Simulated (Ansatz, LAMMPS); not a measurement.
# Structural relaxation of amorphous 75HfO2-25SiO2 (mol %) (84 atoms), part 2 of 4

Aim: bring amorphous 75HfO2-25SiO2 (mol %) (84 atoms) to a nearby minimum of the energy and see what moves.

Ansatz 0.2.0; Kohn-Sham DFT, PBE, PAW (set soft_2), plane waves.

The cell: 21 Hf, 7 Si and 56 O. The quench rate of 50 K/ps far exceeds what a furnace or splat quench reaches. The starting topology of bonds comes from the classical model. Only the Γ point is sampled in the main run, in a cell whose shortest periodic width is 11 Å. The levels lack spin–orbit coupling.

So far. Step 3 (Single point at the start): Neighbours are counted within 2.82 Å (O-Hf), 2.12 Å (O-Si).

## (4) Cell and atoms relaxed

Cell and atoms are freed together, to release stress as well as forces.

File input.yaml:

```yaml
crystal:
  lattice:
    - [10.5701, 0.0, 0.0]
    - [0.0, 10.5701, 0.0]
    - [0.0, 0.0, 10.5701]
  atoms:
    [... the 84 atom lines of step 3 ...]
kpoints:
  mp_grid: { grid: [1, 1, 1] }
hamiltonian:
  xc: pbe
scf:
  occupations: { method: fermi_dirac, width: 0.025 }
output:
  forces: true
relax:
  f_tol: 0.04
  max_steps: 250
  cell: {}
```

Command:

```bash
> ansatz run input.yaml --threads 4 --pin off --max-ram 8192MiB --backend cpu --events-out ev --progress --plain --runs-dir out
```

Output:

```text
[...]
Crystal: 84 atoms, lattice volume = 1180.966 Å³
Basis set: ecut = 420 eV, 22983 PW (Γ), exchange–correlation on 144×144×144 points (8 copies of the dense FFT grid, shifted against one another)
Bands: 546, of which v1, the nominal top of the filled ones, is band 455 counted from 1 (454 counted from 0)
Symmetry: 1 space group operations
[...]
k-points: 1
[...]
SCF iter   1: F=—  HF=-366496.611321 eV  |F-HF|=—  |Δ(HF+E_count)|=         —  Δρ=3.75e-3  dr2=1.53e-1  ethr=1.77e-3  ⟨swp⟩=6.0  Hψ=1955  notcnv=0  defer=59
[...]
SCF iter  11: F=-366496.612705 eV  HF=-366496.612705 eV  |F-HF|=3.49e-10  |Δ(HF+E_count)|=   6.57e-8  Δρ=1.63e-6  dr2=3.49e-8  ethr=1.10e-11  ⟨swp⟩=4.0  Hψ=1573  notcnv=0
SCF 1 converged in 11 iterations: F = -366496.612705 eV  dr2 = 3.49e-8
[...]
relax step   1: F+E_penalty+E_count = -366496.61270523 eV  Δ(F+E_penalty+E_count) = +0.000e0 eV  max|allowed force component| = 3.605e0 eV/Å  Δτ_max = 0.0000 Å  P = -6.281 GPa  Ω = 1180.966 Å³  (11 SCF iters, dr2 threshold 1.00e-7 eV, accepted)
[... from here on, the SCF cycles and remarks between the steps are left out ...]
relax step   2: F+E_penalty+E_count = -366499.72904008 eV  Δ(F+E_penalty+E_count) = -3.116e0 eV  max|allowed force component| = 1.314e0 eV/Å  Δτ_max = 0.1945 Å  P = +4.189 GPa  Ω = 1097.118 Å³  energy of the carried Pulay correction = +3.472e-1 eV  (9 SCF iters, dr2 threshold 8.40e-6 eV, accepted)
relax step   3: F+E_penalty+E_count = -366500.49226399 eV  Δ(F+E_penalty+E_count) = -7.632e-1 eV  max|allowed force component| = 9.880e-1 eV/Å  Δτ_max = 0.0980 Å  P = +0.967 GPa  Ω = 1118.848 Å³  energy of the carried Pulay correction = +2.548e-1 eV  (8 SCF iters, dr2 threshold 8.40e-6 eV, accepted)
relax step   4: F+E_penalty+E_count = -366500.88421711 eV  Δ(F+E_penalty+E_count) = -3.920e-1 eV  max|allowed force component| = 1.068e0 eV/Å  Δτ_max = 0.2000 Å  P = -0.138 GPa  Ω = 1119.217 Å³  energy of the carried Pulay correction = +2.533e-1 eV  (8 SCF iters, dr2 threshold 8.40e-6 eV, accepted)
relax step   5: F+E_penalty+E_count = -366501.07590869 eV  Δ(F+E_penalty+E_count) = -1.917e-1 eV  max|allowed force component| = 2.811e-1 eV/Å  Δτ_max = 0.2000 Å  P = -0.101 GPa  Ω = 1119.302 Å³  energy of the carried Pulay correction = +2.529e-1 eV  (8 SCF iters, dr2 threshold 8.40e-6 eV, accepted)
relax step   6: F+E_penalty+E_count = -366501.07315091 eV  Δ(F+E_penalty+E_count) = +2.758e-3 eV  max|allowed force component| = 4.853e-1 eV/Å  Δτ_max = 0.2000 Å  P = +0.136 GPa  Ω = 1118.777 Å³  energy of the carried Pulay correction = +2.551e-1 eV  (8 SCF iters, dr2 threshold 4.94e-6 eV, rejected (line search))
relax step   7: F+E_penalty+E_count = -366501.11844517 eV  Δ(F+E_penalty+E_count) = -4.254e-2 eV  max|allowed force component| = 4.146e-2 eV/Å  Δτ_max = 0.0552 Å  P = +0.010 GPa  Ω = 1118.345 Å³  energy of the carried Pulay correction = +2.569e-1 eV  (13 SCF iters, accepted)
relax step   8: F+E_penalty+E_count = -366501.12497875 eV  Δ(F+E_penalty+E_count) = -6.534e-3 eV  max|allowed force component| = 4.635e-2 eV/Å  Δτ_max = 0.0551 Å  P = -0.003 GPa  Ω = 1117.735 Å³  energy of the carried Pulay correction = +2.595e-1 eV  (9 SCF iters, dr2 threshold 1.07e-7 eV, accepted)
relax step   9: F+E_penalty+E_count = -366501.12578708 eV  Δ(F+E_penalty+E_count) = -8.083e-4 eV  max|allowed force component| = 6.904e-2 eV/Å  Δτ_max = 0.0146 Å  P = -0.008 GPa  Ω = 1117.517 Å³  energy of the carried Pulay correction = +2.604e-1 eV  (8 SCF iters, dr2 threshold 1.34e-7 eV, rejected (line search))
relax step  10: F+E_penalty+E_count = -366501.12634515 eV  Δ(F+E_penalty+E_count) = -1.366e-3 eV  max|allowed force component| = 1.459e-2 eV/Å  Δτ_max = 0.0073 Å  P = +0.004 GPa  Ω = 1117.645 Å³  energy of the carried Pulay correction = +2.599e-1 eV  (11 SCF iters, accepted)
relax step  11: F+E_penalty+E_count = -366500.98498586 eV  Δ(F+E_penalty+E_count) = +1.414e-1 eV  max|allowed force component| = 1.572e-2 eV/Å  Δτ_max = 0.0000 Å  P = -0.289 GPa  Ω = 1117.645 Å³  stress off target by 4.20e-1 GPa  SCF on the basis re-selected at this cell (its energy is not comparable with the rows above)  (8 SCF iters)
relax step  12: F+E_penalty+E_count = -366500.99732872 eV  Δ(F+E_penalty+E_count) = -1.234e-2 eV  max|allowed force component| = 2.041e-2 eV/Å  Δτ_max = 0.0265 Å  P = -0.123 GPa  Ω = 1115.721 Å³  energy of the carried Pulay correction = +7.677e-3 eV  (8 SCF iters, dr2 threshold 4.41e-7 eV, accepted)
relax step  13: F+E_penalty+E_count = -366501.00247184 eV  Δ(F+E_penalty+E_count) = -5.143e-3 eV  max|allowed force component| = 1.741e-2 eV/Å  Δτ_max = 0.0352 Å  P = -0.011 GPa  Ω = 1114.639 Å³  energy of the carried Pulay correction = +1.186e-2 eV  (8 SCF iters, dr2 threshold 6.39e-8 eV, accepted)
relax step  14: F+E_penalty+E_count = -366500.99124637 eV  Δ(F+E_penalty+E_count) = +1.123e-2 eV  max|allowed force component| = 1.763e-2 eV/Å  Δτ_max = 0.0000 Å  P = -0.021 GPa  Ω = 1114.639 Å³  stress off target by 4.91e-2 GPa  SCF on the basis re-selected at this cell (its energy is not comparable with the rows above)  (6 SCF iters)
[...]
SCF converged after 6 iterations
Free energy (F): -366500.991246 eV
[...]
Internal energy: -366500.991246 eV  (E = F + TS)
E sigma→0 (E₀):  -366500.991246 eV
Fermi energy:    11.322185 eV
[...]
--- Forces (eV/Å), atoms counted from 1 ---
  atom   1  Hf    -0.00641246    -0.00396944    -0.00583274
  atom   2  Hf    -0.00902763    -0.00260268     0.00528987
  atom   3  Hf    -0.00200428     0.00378618     0.00204130
  atom   4  Hf    -0.00159522    -0.00583084    -0.00688899
  atom   5  Hf     0.00118563    -0.00336339     0.00278932
  atom   6  Hf    -0.01523375    -0.00487824     0.00793982
  atom   7  Hf    -0.00551132    -0.00835081    -0.00055052
  atom   8  Hf     0.00213249    -0.00173853    -0.00727348
  atom   9  Hf     0.00580851    -0.00946257    -0.00097962
  atom  10  Hf     0.01026353     0.00253021     0.00184790
  atom  11  Hf    -0.00007185    -0.00625967     0.00080700
  atom  12  Hf     0.00010271     0.00707384    -0.00379371
  atom  13  Hf     0.00169393     0.00315693    -0.00182727
  atom  14  Hf     0.00795001     0.00034994    -0.00210512
[...]
atom  83  O     -0.01261486     0.00312502     0.00312253
  atom  84  O      0.00604103     0.00390058     0.00005545
  max |Σ_I F_I| component: 1.32e-5 eV/Å
--- Stress (GPa, compression-positive) ---
       -0.023671      -0.029406      -0.002567
       -0.029407      -0.004013       0.014531
       -0.002567       0.014531      -0.036815
  P = ⅓ Tr σ = -0.0215 GPa (-0.215 kbar)
--- Relaxed structure (12 steps of the walk, 10 accepted, 2 SCFs on fresh bases) ---
  F+E_penalty+E_count = -366500.99124637 eV   max|allowed force component| = 1.763e-2 eV/Å   (the final SCF, on the basis selected at the relaxed cell)
  cell:  # Å, volume = 1114.6394 Å³
    - [10.374474, -0.252142, 0.035321]
    - [-0.252142, 10.485177, 0.089062]
    - [0.035321, 0.089062, 10.253785]
  atoms:
    - { symbol: Hf, position: [0.479484, 0.257159, 0.509387] }
    - { symbol: Hf, position: [0.626462, 0.434975, 0.187573] }
    - { symbol: Hf, position: [0.196254, 0.546611, 0.886722] }
    - { symbol: Hf, position: [0.628648, 0.336455, 0.855697] }
[...]
- { symbol: O, position: [0.246221, 0.010212, 0.865857] }
```

It took 5.6 min on 4 threads of Arm Neoverse V1, shared host; peak memory 1.9 GiB.

Relaxation path:

```csv
step,energy less that of the first step (eV),largest force component (eV/Å),pressure (GPa),volume (Å³)
1,0.0000,3.6048,-6.28,1180.97
2,-3.1163,1.3142,4.19,1097.12
3,-3.8796,0.9880,0.97,1118.85
4,-4.2715,1.0681,-0.14,1119.22
5,-4.4632,0.2811,-0.10,1119.30
6,-4.4604,0.4853,0.14,1118.78
7,-4.5057,0.0415,0.01,1118.35
8,-4.5123,0.0463,0.00,1117.73
9,-4.5131,0.0690,-0.01,1117.52
10,-4.5136,0.0146,0.00,1117.65
11*,-4.3723,0.0157,-0.29,1117.65
12,-4.3846,0.0204,-0.12,1115.72
13,-4.3898,0.0174,-0.01,1114.64
14*,-4.3785,0.0176,-0.02,1114.64
```

Relaxation steps marked * repeat the geometry before them on a plane-wave basis chosen anew for their cell, so energy and pressure can jump there. Relaxation steps 6, 9 were tried and not accepted.

```csv
cell as run,before,after,change
a (Å),10.570,10.378,-1.8 %
b (Å),10.570,10.489,-0.8 %
c (Å),10.570,10.254,-3.0 %
α (°),90.00,89.02,-1.1 %
β (°),90.00,89.62,-0.4 %
γ (°),90.00,92.77,+3.1 %
volume (Å³/atom),14.06,13.27,-5.6 %
```

The atoms that moved most (Å, as changes of fractional coordinates times the final cell):

```csv
atom,dx,dy,dz,length
O63,-0.064,0.479,-0.144,0.505
O59,-0.099,0.018,-0.368,0.381
Hf3,0.251,-0.241,0.117,0.367
O30,0.224,0.132,0.174,0.313
O34,0.260,-0.046,0.159,0.308
O45,0.289,0.024,0.012,0.290
O81,-0.159,0.010,-0.231,0.281
Hf21,0.019,0.209,0.160,0.264
```

The relaxation changed the energy by -52.1 meV/atom, and atoms moved by 0.17 Å r.m.s., 0.51 Å at most.

## (5) Distances and neighbours after relaxation

Bonds before and after, by the cutoffs listed below:

```csv
pair,bonds before,bonds after,mean before (Å),mean after (Å),spread before (Å),spread after (Å)
O-Hf,124,126,2.160,2.133,0.113,0.136
O-Si,28,28,1.623,1.640,0.046,0.028
```

Density 7.21 g/cm³, 13.27 Å³ an atom.

g(r), total and by pair (bins of 0.2 Å):

```csv
r (Å),total,O-O,O-Hf,O-Si,Hf-Hf,Hf-Si,Si-Si
1.50,0.10,0.00,0.00,0.91,0.00,0.00,0.00
1.70,1.20,0.00,0.00,10.83,0.00,0.00,0.00
1.90,0.53,0.00,1.57,0.00,0.00,0.00,0.00
2.10,2.24,0.00,6.72,0.00,0.00,0.00,0.00
2.30,0.66,0.00,1.97,0.00,0.00,0.00,0.00
2.50,0.35,0.70,0.13,0.00,0.00,0.00,0.00
2.70,1.26,2.74,0.16,0.00,0.00,0.00,0.00
2.90,1.29,2.79,0.04,0.14,0.00,0.35,2.12
3.10,0.93,1.53,0.28,0.36,0.63,1.25,3.77
3.30,0.81,0.81,0.31,0.84,2.54,2.21,0.00
3.50,1.04,0.84,0.61,1.67,2.16,3.47,0.00
3.70,0.77,0.58,0.66,0.83,2.61,0.91,0.00
3.90,1.21,0.67,1.52,2.12,2.63,0.00,1.21
4.10,0.99,0.83,1.14,1.42,0.97,0.36,2.21
4.30,1.08,0.84,1.32,1.72,0.33,0.98,2.00
4.50,0.88,0.64,1.36,0.67,0.00,1.36,0.89
4.70,1.06,0.88,1.44,0.97,0.45,0.95,0.80
4.90,1.06,1.00,1.26,0.85,0.33,1.89,0.78
```

Bonds by pair of elements; cutoffs follow the first minimum of g(r), held within bounds set by covalent radii, and pairs that aren't listed don't count as bonded:

```csv
pair A-B,cutoff (Å),bonds,mean length (Å),spread (Å),shortest (Å),B about A,A about B
O-Hf,2.82,126,2.13,0.136,1.93,2.25,6
O-Si,2.08,28,1.64,0.028,1.59,0.5,4
```

How many atoms have how many bonded neighbours:

```csv
element,mean,2,3,4,5,6,7
Hf,6,0,0,0,2,17,2
O,2.75,19,32,5,0,0,0
Si,4,0,0,7,0,0,0
```

Bond angles, per cent of each kind in bins of 5°:

```csv
angle (°),O-Hf-O,Hf-O-Hf,O-Si-O,Hf-O-Si
60–65,0.6,0.0,0.0,0.0
65–70,2.5,0.0,0.0,0.0
70–75,6.3,0.0,0.0,0.0
75–80,11.7,0.9,0.0,0.0
80–85,10.4,0.9,0.0,0.0
85–90,9.5,0.9,0.0,2.9
90–95,12.3,4.6,2.4,2.9
95–100,8.2,12.0,4.8,5.9
100–105,6.6,14.8,16.7,2.9
105–110,2.8,13.9,35.7,8.8
110–115,1.9,4.6,21.4,5.9
115–120,3.8,5.6,16.7,8.8
120–125,0.9,6.5,0.0,11.8
125–130,0.9,9.3,0.0,5.9
130–135,2.2,9.3,2.4,5.9
135–140,2.5,4.6,0.0,11.8
140–145,0.9,4.6,0.0,2.9
145–150,3.1,3.7,0.0,5.9
150–155,1.3,1.8,0.0,2.9
155–160,2.8,0.9,0.0,8.8
160–165,2.8,0.0,0.0,2.9
165–170,2.2,0.0,0.0,0.0
170–175,2.8,0.0,0.0,2.9
175–180,0.6,0.9,0.0,0.0
```

Bond angles (no mean is given where the spread exceeds 20°):

```csv
angle,count,mean (°),spread (°)
O-Hf-O,317,-,-
Hf-O-Hf,108,116,18.3
O-Si-O,42,109,6.9
Hf-O-Si,34,-,-
Si-O-Si,3,140,15.2
```

Bond length by coordination (bonds to H left out):

```csv
element,coordination,atoms,mean bond length (Å)
Hf,5,2,2.06
Hf,6,17,2.13
Hf,7,2,2.20
O,2,19,1.81
O,3,32,2.09
O,4,5,2.23
```

Among the first-shell peaks of g(r) are those at about 2.1 Å (O-Hf), 1.6 Å (O-Si) and 3.4 Å (Hf-Si). By these cutoffs 81 % of Hf atoms have 6, 57 % of O atoms have 3 and all Si atoms have 4 bonded neighbours.

(Part 2 of 4 ends here.)

[Long decimals in the printed logs are rounded to 6 places.]

[Logs are printed without paths, hosts, clocks, repeated set-up lines and the standing remarks that a program may print on its own settings, such as how far it seeks lower states.]

[Hosts, paths, dates, database ids (printed as entryN), source tags and the programs' standing remarks are cut or masked in the printed files.]

[A walk said to have stopped at its limit may instead have ended on an SCF cycle that didn't converge.]
